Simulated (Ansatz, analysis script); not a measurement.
**Stoner picture of MnSi**

Aim: the energy of MnSi as its total moment is fixed at a series of values, and its answer to a field.

Method: PBE, PAW set soft_2, in Ansatz 0.2.0.

Report form: the programs' logs are mostly left out.

The database entry behind the starting cell differs from later determinations by our own check (0.1 to 0.3 % short, probably kX units), so it need not match the best structure at ambient conditions.

## 1. Starting point

Symmetry: P2_13, No. 198, cubic system. Conventional cell: a = 4.548 Å, b = 4.548 Å, c = 4.548 Å, α = 90.00°, β = 90.00°, γ = 90.00°. Mn has 7 Si at 2.30 to 2.53 Å nearest. Nearest to Si lie 7 Mn at 2.30 to 2.53 Å. Farther neighbours are not listed.

Coordinates:

```cif
data_structure
_symmetry_space_group_name_H-M 'P 1'
_symmetry_Int_Tables_number 1
_cell_length_a 4.5480
_cell_length_b 4.5480
_cell_length_c 4.5480
_cell_angle_alpha 90.000
_cell_angle_beta 90.000
_cell_angle_gamma 90.000
_cell_volume 94.07
loop_
_atom_site_label
_atom_site_type_symbol
_atom_site_fract_x
_atom_site_fract_y
_atom_site_fract_z
_atom_site_occupancy
Mn1 Mn 0.13800 0.13800 0.13800 1
Mn2 Mn 0.36200 0.86200 0.63800 1
Mn3 Mn 0.63800 0.36200 0.86200 1
Mn4 Mn 0.86200 0.63800 0.36200 1
Si5 Si 0.84600 0.84600 0.84600 1
Si6 Si 0.65400 0.15400 0.34600 1
Si7 Si 0.34600 0.65400 0.15400 1
Si8 Si 0.15400 0.34600 0.65400 1
```

The cell of this run holds 8 atoms, 4 of them with a starting moment; values «a cell» refer to the cell of the run in question.

## 2. The collinear state

The work starts on two spin channels, which tell the size of the moments.

input.yaml reads:

```yaml
crystal:
  lattice:
    - [4.548, 0.0, 0.0]
    - [0.0, 4.548, 0.0]
    - [0.0, 0.0, 4.548]
  atoms:
    - { symbol: Mn, position: [0.138, 0.138, 0.138], spin: 3.5 }
    - { symbol: Mn, position: [0.362, 0.862, 0.638], spin: 3.5 }
    - { symbol: Mn, position: [0.638, 0.362, 0.862], spin: 3.5 }
    - { symbol: Mn, position: [0.862, 0.638, 0.362], spin: 3.5 }
    - { symbol: Si, position: [0.846, 0.846, 0.846] }
    - { symbol: Si, position: [0.654, 0.154, 0.346] }
    - { symbol: Si, position: [0.346, 0.654, 0.154] }
    - { symbol: Si, position: [0.154, 0.346, 0.654] }
magnetization:
  spin_polarized: true
kpoints:
  mp_grid: { grid: [8, 8, 8] }
hamiltonian:
  xc: pbe
scf:
  occupations: { method: fermi_dirac, width: 0.05 }
  max_iter: 120
  convergence: { dr2_threshold: 1.0e-08 }
output:
  write_density: true
  write_potential: true
  elf: true
  volumetric_format: npy
```

Run with:

```sh
ansatz run input.yaml --threads 1 --pin off --max-ram 2048MiB --backend cpu --events-out ev --progress --plain --runs-dir out
```

It took 73 s on 1 thread of Arm Neoverse V2, shared host; peak memory 0.56 GiB.

Spin moment in the atom's sphere by atom:

```tsv
atom	spin moment in the atom's sphere (μB)
Mn1	1.00
Mn2	1.00
Mn3	1.00
Mn4	1.00
Si5	-0.04
Si6	-0.04
Si7	-0.04
Si8	-0.04
```

Tables count atoms from 1; parts of the log count from 0.

The run ends ferromagnetic, with a net moment of 3.95 μB a cell. Only this order was typed.

Spin density in the ac plane at fractional y = 0.138, with atoms of Mn and Si within 0.2 Å of it.

Ten even steps from '_' (0.0 e/Å³) to '@' (1.8 e/Å³), each cell a mean:
```
____________________________
____________________________
____________________________
____________________________
____________________________
____________________________
____________________________
____________________________
____________________________
__....______________________
..====..____________________
::##@@==..__________________
..==%%==..__________________
__..::..____________________
```
Columns run along a (4.5 Å), rows up along c (4.5 Å). Atoms in or near the plane, at fractional coordinates: Mn at (0.14, 0.14), Si at (0.65, 0.35).

Valence density in the ac plane at fractional y = 0.138, with atoms of Mn and Si within 0.2 Å of it. It is the smooth field of the valence electrons, not physical close to the nuclei.

Ten steps, logarithmic in the rise over the least value, from '0' (0 e/Å³) to '9' (23 e/Å³), each cell a mean:
```
12221101111111
11111111111111
11111111111111
11111111111111
11111111111000
11111111111100
01111111111100
11111111111111
11111111000111
24432111001111
57863111111112
69984111111112
68974111111112
46652101111111
```
Columns run along a (4.5 Å), rows up along c (4.5 Å). Atoms in or near the plane, at fractional coordinates: Mn at (0.14, 0.14), Si at (0.65, 0.35).

ELF in the ac plane at fractional y = 0.138, with atoms of Mn and Si within 0.2 Å of it. It is the smooth field of the valence electrons, not physical close to the nuclei.

Ten even steps from '_' (0.17) to '@' (0.87), each cell a mean:
```
__________....______..--==::
--::::::--::..______..--====
==++++++==--::..____..::====
==++****++--::::......::::--
--++****==::::------::......
::++##**==::--++****==::____
::++****==--++****++==--::..
::--==++====****--....--==::
..____..::++**==..::..==**--
__..::____--**++......++**::
--**##==__..****==::==**++..
++@@@@##::__==##********::__
==%%@@**..__--==++======::__
..==++::____::::....::--::__
```
Columns run along a (4.5 Å), rows up along c (4.5 Å). Atoms in or near the plane, at fractional coordinates: Mn at (0.14, 0.14), Si at (0.65, 0.35).

## 3. Denser mesh

Levels at the Fermi energy are partly filled, so moments and energy differences can hang on the k-mesh, and the state is solved again on a denser one.

input.yaml reads:

```yaml
crystal:
  lattice:
    - [4.548, 0.0, 0.0]
    - [0.0, 4.548, 0.0]
    - [0.0, 0.0, 4.548]
  atoms:
    - { symbol: Mn, position: [0.138, 0.138, 0.138], spin: 1.0 }
    - { symbol: Mn, position: [0.362, 0.862, 0.638], spin: 1.0 }
    - { symbol: Mn, position: [0.638, 0.362, 0.862], spin: 1.0 }
    - { symbol: Mn, position: [0.862, 0.638, 0.362], spin: 1.0 }
    - { symbol: Si, position: [0.846, 0.846, 0.846] }
    - { symbol: Si, position: [0.654, 0.154, 0.346] }
    - { symbol: Si, position: [0.346, 0.654, 0.154] }
    - { symbol: Si, position: [0.154, 0.346, 0.654] }
magnetization:
  spin_polarized: true
kpoints:
  mp_grid: { grid: [9, 9, 9] }
hamiltonian:
  xc: pbe
scf:
  occupations: { method: fermi_dirac, width: 0.05 }
  max_iter: 120
  convergence: { dr2_threshold: 1.0e-08 }
basis:
  ecutwfc: 420.0
checkpoint:
  read: start
  write: ck
  compress: false
  write_wavefunctions: false
  write_every: 100000
```

Run with:

```sh
ansatz run input.yaml --threads 4 --pin off --max-ram 8192MiB --backend cpu --events-out ev --progress --plain --runs-dir out
```

Wall time 8.3 s (4 threads); peak memory 0.55 GiB; 30 s of CPU time.

Spin moment in the atom's sphere by atom:

```tsv
atom	spin moment in the atom's sphere (μB)
Mn1	1.00
Mn2	1.00
Mn3	1.00
Mn4	1.00
Si5	-0.04
Si6	-0.04
Si7	-0.04
Si8	-0.04
```

The run ends ferromagnetic, with a net moment of 3.95 μB a cell, against 3.95 μB on the first mesh.

## 4. Without spin

The state without spin is the zero of E(M).

input.yaml, the sections that differ from step 3:

```yaml
crystal:
  lattice:
    - [4.548, 0.0, 0.0]
    - [0.0, 4.548, 0.0]
    - [0.0, 0.0, 4.548]
  atoms:
    - { symbol: Mn, position: [0.138, 0.138, 0.138] }
    - { symbol: Mn, position: [0.362, 0.862, 0.638] }
    - { symbol: Mn, position: [0.638, 0.362, 0.862] }
    - { symbol: Mn, position: [0.862, 0.638, 0.362] }
    - { symbol: Si, position: [0.846, 0.846, 0.846] }
    - { symbol: Si, position: [0.654, 0.154, 0.346] }
    - { symbol: Si, position: [0.346, 0.654, 0.154] }
    - { symbol: Si, position: [0.154, 0.346, 0.654] }
# kpoints, hamiltonian, scf, basis: as in step 3
# magnetization: removed
# checkpoint: removed
```

Run with:

```sh
ansatz run input.yaml --threads 1 --pin off --max-ram 2048MiB --backend cpu --events-out ev --progress --plain --runs-dir out
```

Run time: 14 s. Hardware: 1 thread; peak memory 0.39 GiB.

The free collinear run lies 247 meV below it.

## 5. Without spin, levels printed

Changes to input.yaml since step 4:

```diff
@@ -24 +24,3 @@
   ecutwfc: 420.0
+output:
+  eigenvalues: true
```

Run time: 14 s. Hardware: 1 thread; peak memory 0.38 GiB.

## 6. Total moment fixed at 0.667 μB

Two Fermi levels, one a spin, hold the total moment exactly, which reaches states that a free run would leave.

input.yaml, the sections that differ from step 5:

```yaml
crystal:
  lattice:
    - [4.548, 0.0, 0.0]
    - [0.0, 4.548, 0.0]
    - [0.0, 0.0, 4.548]
  atoms:
    - { symbol: Mn, position: [0.138, 0.138, 0.138], spin: 0.1666 }
    - { symbol: Mn, position: [0.362, 0.862, 0.638], spin: 0.1668 }
    - { symbol: Mn, position: [0.638, 0.362, 0.862], spin: 0.1668 }
    - { symbol: Mn, position: [0.862, 0.638, 0.362], spin: 0.1668 }
    - { symbol: Si, position: [0.846, 0.846, 0.846] }
    - { symbol: Si, position: [0.654, 0.154, 0.346] }
    - { symbol: Si, position: [0.346, 0.654, 0.154] }
    - { symbol: Si, position: [0.154, 0.346, 0.654] }
magnetization:
  spin_polarized: true
  initial_magnetization: 0.667
  spin_locking: { lock_magnetization: hard }
# kpoints, hamiltonian, scf, basis: as in step 5
# output: removed
```

The job ended after 5.1 min (1 thread; peak memory 0.87 GiB).

The run was cut off at the time left to it in the session, and no result is taken from it.

## 7. Total moment fixed at 1.333 μB

input.yaml, the sections that differ from step 6:

```yaml
crystal:
  lattice:
    - [4.548, 0.0, 0.0]
    - [0.0, 4.548, 0.0]
    - [0.0, 0.0, 4.548]
  atoms:
    - { symbol: Mn, position: [0.138, 0.138, 0.138], spin: 0.3334 }
    - { symbol: Mn, position: [0.362, 0.862, 0.638], spin: 0.3332 }
    - { symbol: Mn, position: [0.638, 0.362, 0.862], spin: 0.3332 }
    - { symbol: Mn, position: [0.862, 0.638, 0.362], spin: 0.3332 }
    - { symbol: Si, position: [0.846, 0.846, 0.846] }
    - { symbol: Si, position: [0.654, 0.154, 0.346] }
    - { symbol: Si, position: [0.346, 0.654, 0.154] }
    - { symbol: Si, position: [0.154, 0.346, 0.654] }
magnetization:
  spin_polarized: true
  initial_magnetization: 1.333
  spin_locking: { lock_magnetization: hard }
# kpoints, hamiltonian, scf, basis: as in step 6
```

Elapsed: 5.2 min, on 1 thread; peak memory 0.88 GiB.

The run was cut off at the time left to it in the session, and no result is taken from it.

## 8. Total moment fixed at 3.333 μB

input.yaml, the sections that differ from step 7:

```yaml
crystal:
  lattice:
    - [4.548, 0.0, 0.0]
    - [0.0, 4.548, 0.0]
    - [0.0, 0.0, 4.548]
  atoms:
    - { symbol: Mn, position: [0.138, 0.138, 0.138], spin: 0.8334 }
    - { symbol: Mn, position: [0.362, 0.862, 0.638], spin: 0.8332 }
    - { symbol: Mn, position: [0.638, 0.362, 0.862], spin: 0.8332 }
    - { symbol: Mn, position: [0.862, 0.638, 0.362], spin: 0.8332 }
    - { symbol: Si, position: [0.846, 0.846, 0.846] }
    - { symbol: Si, position: [0.654, 0.154, 0.346] }
    - { symbol: Si, position: [0.346, 0.654, 0.154] }
    - { symbol: Si, position: [0.154, 0.346, 0.654] }
magnetization:
  spin_polarized: true
  initial_magnetization: 3.333
  spin_locking: { lock_magnetization: hard }
# kpoints, hamiltonian, scf, basis: as in step 7
```

Wall time 2.4 min (1 thread); peak memory 0.9 GiB.

The energy is -219 meV from the state without spin, and the largest site carries 0.858 μB.

## 9. Total moment fixed at 6 μB

input.yaml, the sections that differ from step 8:

```yaml
crystal:
  lattice:
    - [4.548, 0.0, 0.0]
    - [0.0, 4.548, 0.0]
    - [0.0, 0.0, 4.548]
  atoms:
    - { symbol: Mn, position: [0.138, 0.138, 0.138], spin: 1.5 }
    - { symbol: Mn, position: [0.362, 0.862, 0.638], spin: 1.5 }
    - { symbol: Mn, position: [0.638, 0.362, 0.862], spin: 1.5 }
    - { symbol: Mn, position: [0.862, 0.638, 0.362], spin: 1.5 }
    - { symbol: Si, position: [0.846, 0.846, 0.846] }
    - { symbol: Si, position: [0.654, 0.154, 0.346] }
    - { symbol: Si, position: [0.346, 0.654, 0.154] }
    - { symbol: Si, position: [0.154, 0.346, 0.654] }
magnetization:
  spin_polarized: true
  initial_magnetization: 6.0
  spin_locking: { lock_magnetization: hard }
# kpoints, hamiltonian, scf, basis: as in step 8
```

Elapsed: 57 s, on 1 thread; peak memory 0.52 GiB.

The energy is -71.3 meV from the state without spin, and the largest site carries 1.52 μB.

The other 5 runs of this kind were made alike; their results stand in the table below.

## 10. No field, tight threshold

A field gives a second route to the same curve. A thousand tesla shift each spin by 58 meV, and the threshold is tightened so that small induced moments are resolved.

input.yaml reads:

```yaml
crystal:
  lattice:
    - [4.548, 0.0, 0.0]
    - [0.0, 4.548, 0.0]
    - [0.0, 0.0, 4.548]
  atoms:
    - { symbol: Mn, position: [0.138, 0.138, 0.138], spin: 1.0 }
    - { symbol: Mn, position: [0.362, 0.862, 0.638], spin: 1.0 }
    - { symbol: Mn, position: [0.638, 0.362, 0.862], spin: 1.0 }
    - { symbol: Mn, position: [0.862, 0.638, 0.362], spin: 1.0 }
    - { symbol: Si, position: [0.846, 0.846, 0.846] }
    - { symbol: Si, position: [0.654, 0.154, 0.346] }
    - { symbol: Si, position: [0.346, 0.654, 0.154] }
    - { symbol: Si, position: [0.154, 0.346, 0.654] }
magnetization:
  spin_polarized: true
kpoints:
  mp_grid: { grid: [9, 9, 9] }
hamiltonian:
  xc: pbe
scf:
  occupations: { method: fermi_dirac, width: 0.05 }
  max_iter: 120
  convergence: { dr2_threshold: 1.0e-10 }
basis:
  ecutwfc: 420.0
```

Wall time 51 s (1 thread); peak memory 0.52 GiB.

The net moment is 3.95 μB a cell.

## 11. Field of 1500 T

Changes to input.yaml since step 10:

```diff
@@ -16,2 +16,3 @@
   spin_polarized: true
+  magnetic_field: 1500.0
 kpoints:
```

Elapsed: 59 s, on 1 thread; peak memory 0.5 GiB.

The net moment is 4.75 μB a cell.

2 more runs differ from these in the same keys alone and are tabled below.

## 12. E(M) and M(B)

Table of energy less the state without spin by total moment:

```tsv
total moment (μB/cell)	energy less the state without spin (meV/cell)
0.00	0
2.00	-97.8
2.67	-160
3.33	-219
4.00	-246
4.67	-198
5.33	-138
6.00	-71.3
```

The field that holds a moment is half the difference of the two Fermi levels over μB.

The field that holds the moment by total moment:

```tsv
total moment (μB/cell)	field that holds the moment (T)
2.00	-1508
2.67	-1668
3.33	-1260
4.00	415
4.67	1480
5.33	1648
6.00	1795
```

Site moments:

```tsv
total (μB)	Mn no. 1 (μB)	Mn no. 2 (μB)	Mn no. 3 (μB)	Mn no. 4 (μB)	Si no. 5 (μB)	Si no. 6 (μB)	Si no. 7 (μB)	Si no. 8 (μB)
2	0.522	0.522	0.522	0.522	-0.0257	-0.0257	-0.0257	-0.0257
2.667	0.6927	0.6927	0.6927	0.6927	-0.0333	-0.0333	-0.0333	-0.0333
3.333	0.8582	0.8582	0.8582	0.8582	-0.0392	-0.0392	-0.0392	-0.0392
4	1.017	1.017	1.017	1.017	-0.0427	-0.0427	-0.0427	-0.0427
4.667	1.188	1.188	1.188	1.188	-0.0503	-0.0503	-0.0503	-0.0503
5.333	1.356	1.356	1.356	1.356	-0.0569	-0.0569	-0.0569	-0.0569
6	1.522	1.522	1.522	1.522	-0.0621	-0.0621	-0.0621	-0.0621
```

Total moment against field:

```tsv
field (T)	total moment (μB/cell)
0	3.95
300	3.99
600	4.02
1500	4.75
```

Three Landau terms miss the curve as a whole or at its small-moment end, and no Stoner analysis is made here.

## 13. What came out

```
state of the free run                              : ferromagnetic
net moment of the free run                         : 3.95 μB
energy of the free run from the state without spin : -247 meV a cell
lowest of the fixed moments tried                  : M = 4 μB, -246 meV
dM/dB between 0 and 300 T                          : 0.136 μB a cell per 1000 T
```

What this shows: At this level the system is magnetic: the free run keeps 1.00 μB on the largest site. No other order was typed. Among the fixed moments, E(M) falls 246 meV below the state without spin and is lowest near 4 μB on this grid. The field acts on spins alone. The 13 fixed-moment and field runs took 26 min of wall time, added up. Energies are free energies at a smearing of 0.05 eV, and with partly filled levels differences shift, at times strongly, as the smearing goes to zero.

[Logs and program files are shortened in this print: banners, set-up blocks, solver, clock and traceback lines can be left out without a mark of their own.]

[Logs are printed without paths, hosts, clocks, repeated set-up lines and the standing remarks that a program may print on its own settings, such as how far it seeks lower states.]

[Hosts, paths, dates, database ids (printed as entryN), source tags and the programs' standing remarks are cut or masked in the printed files.]
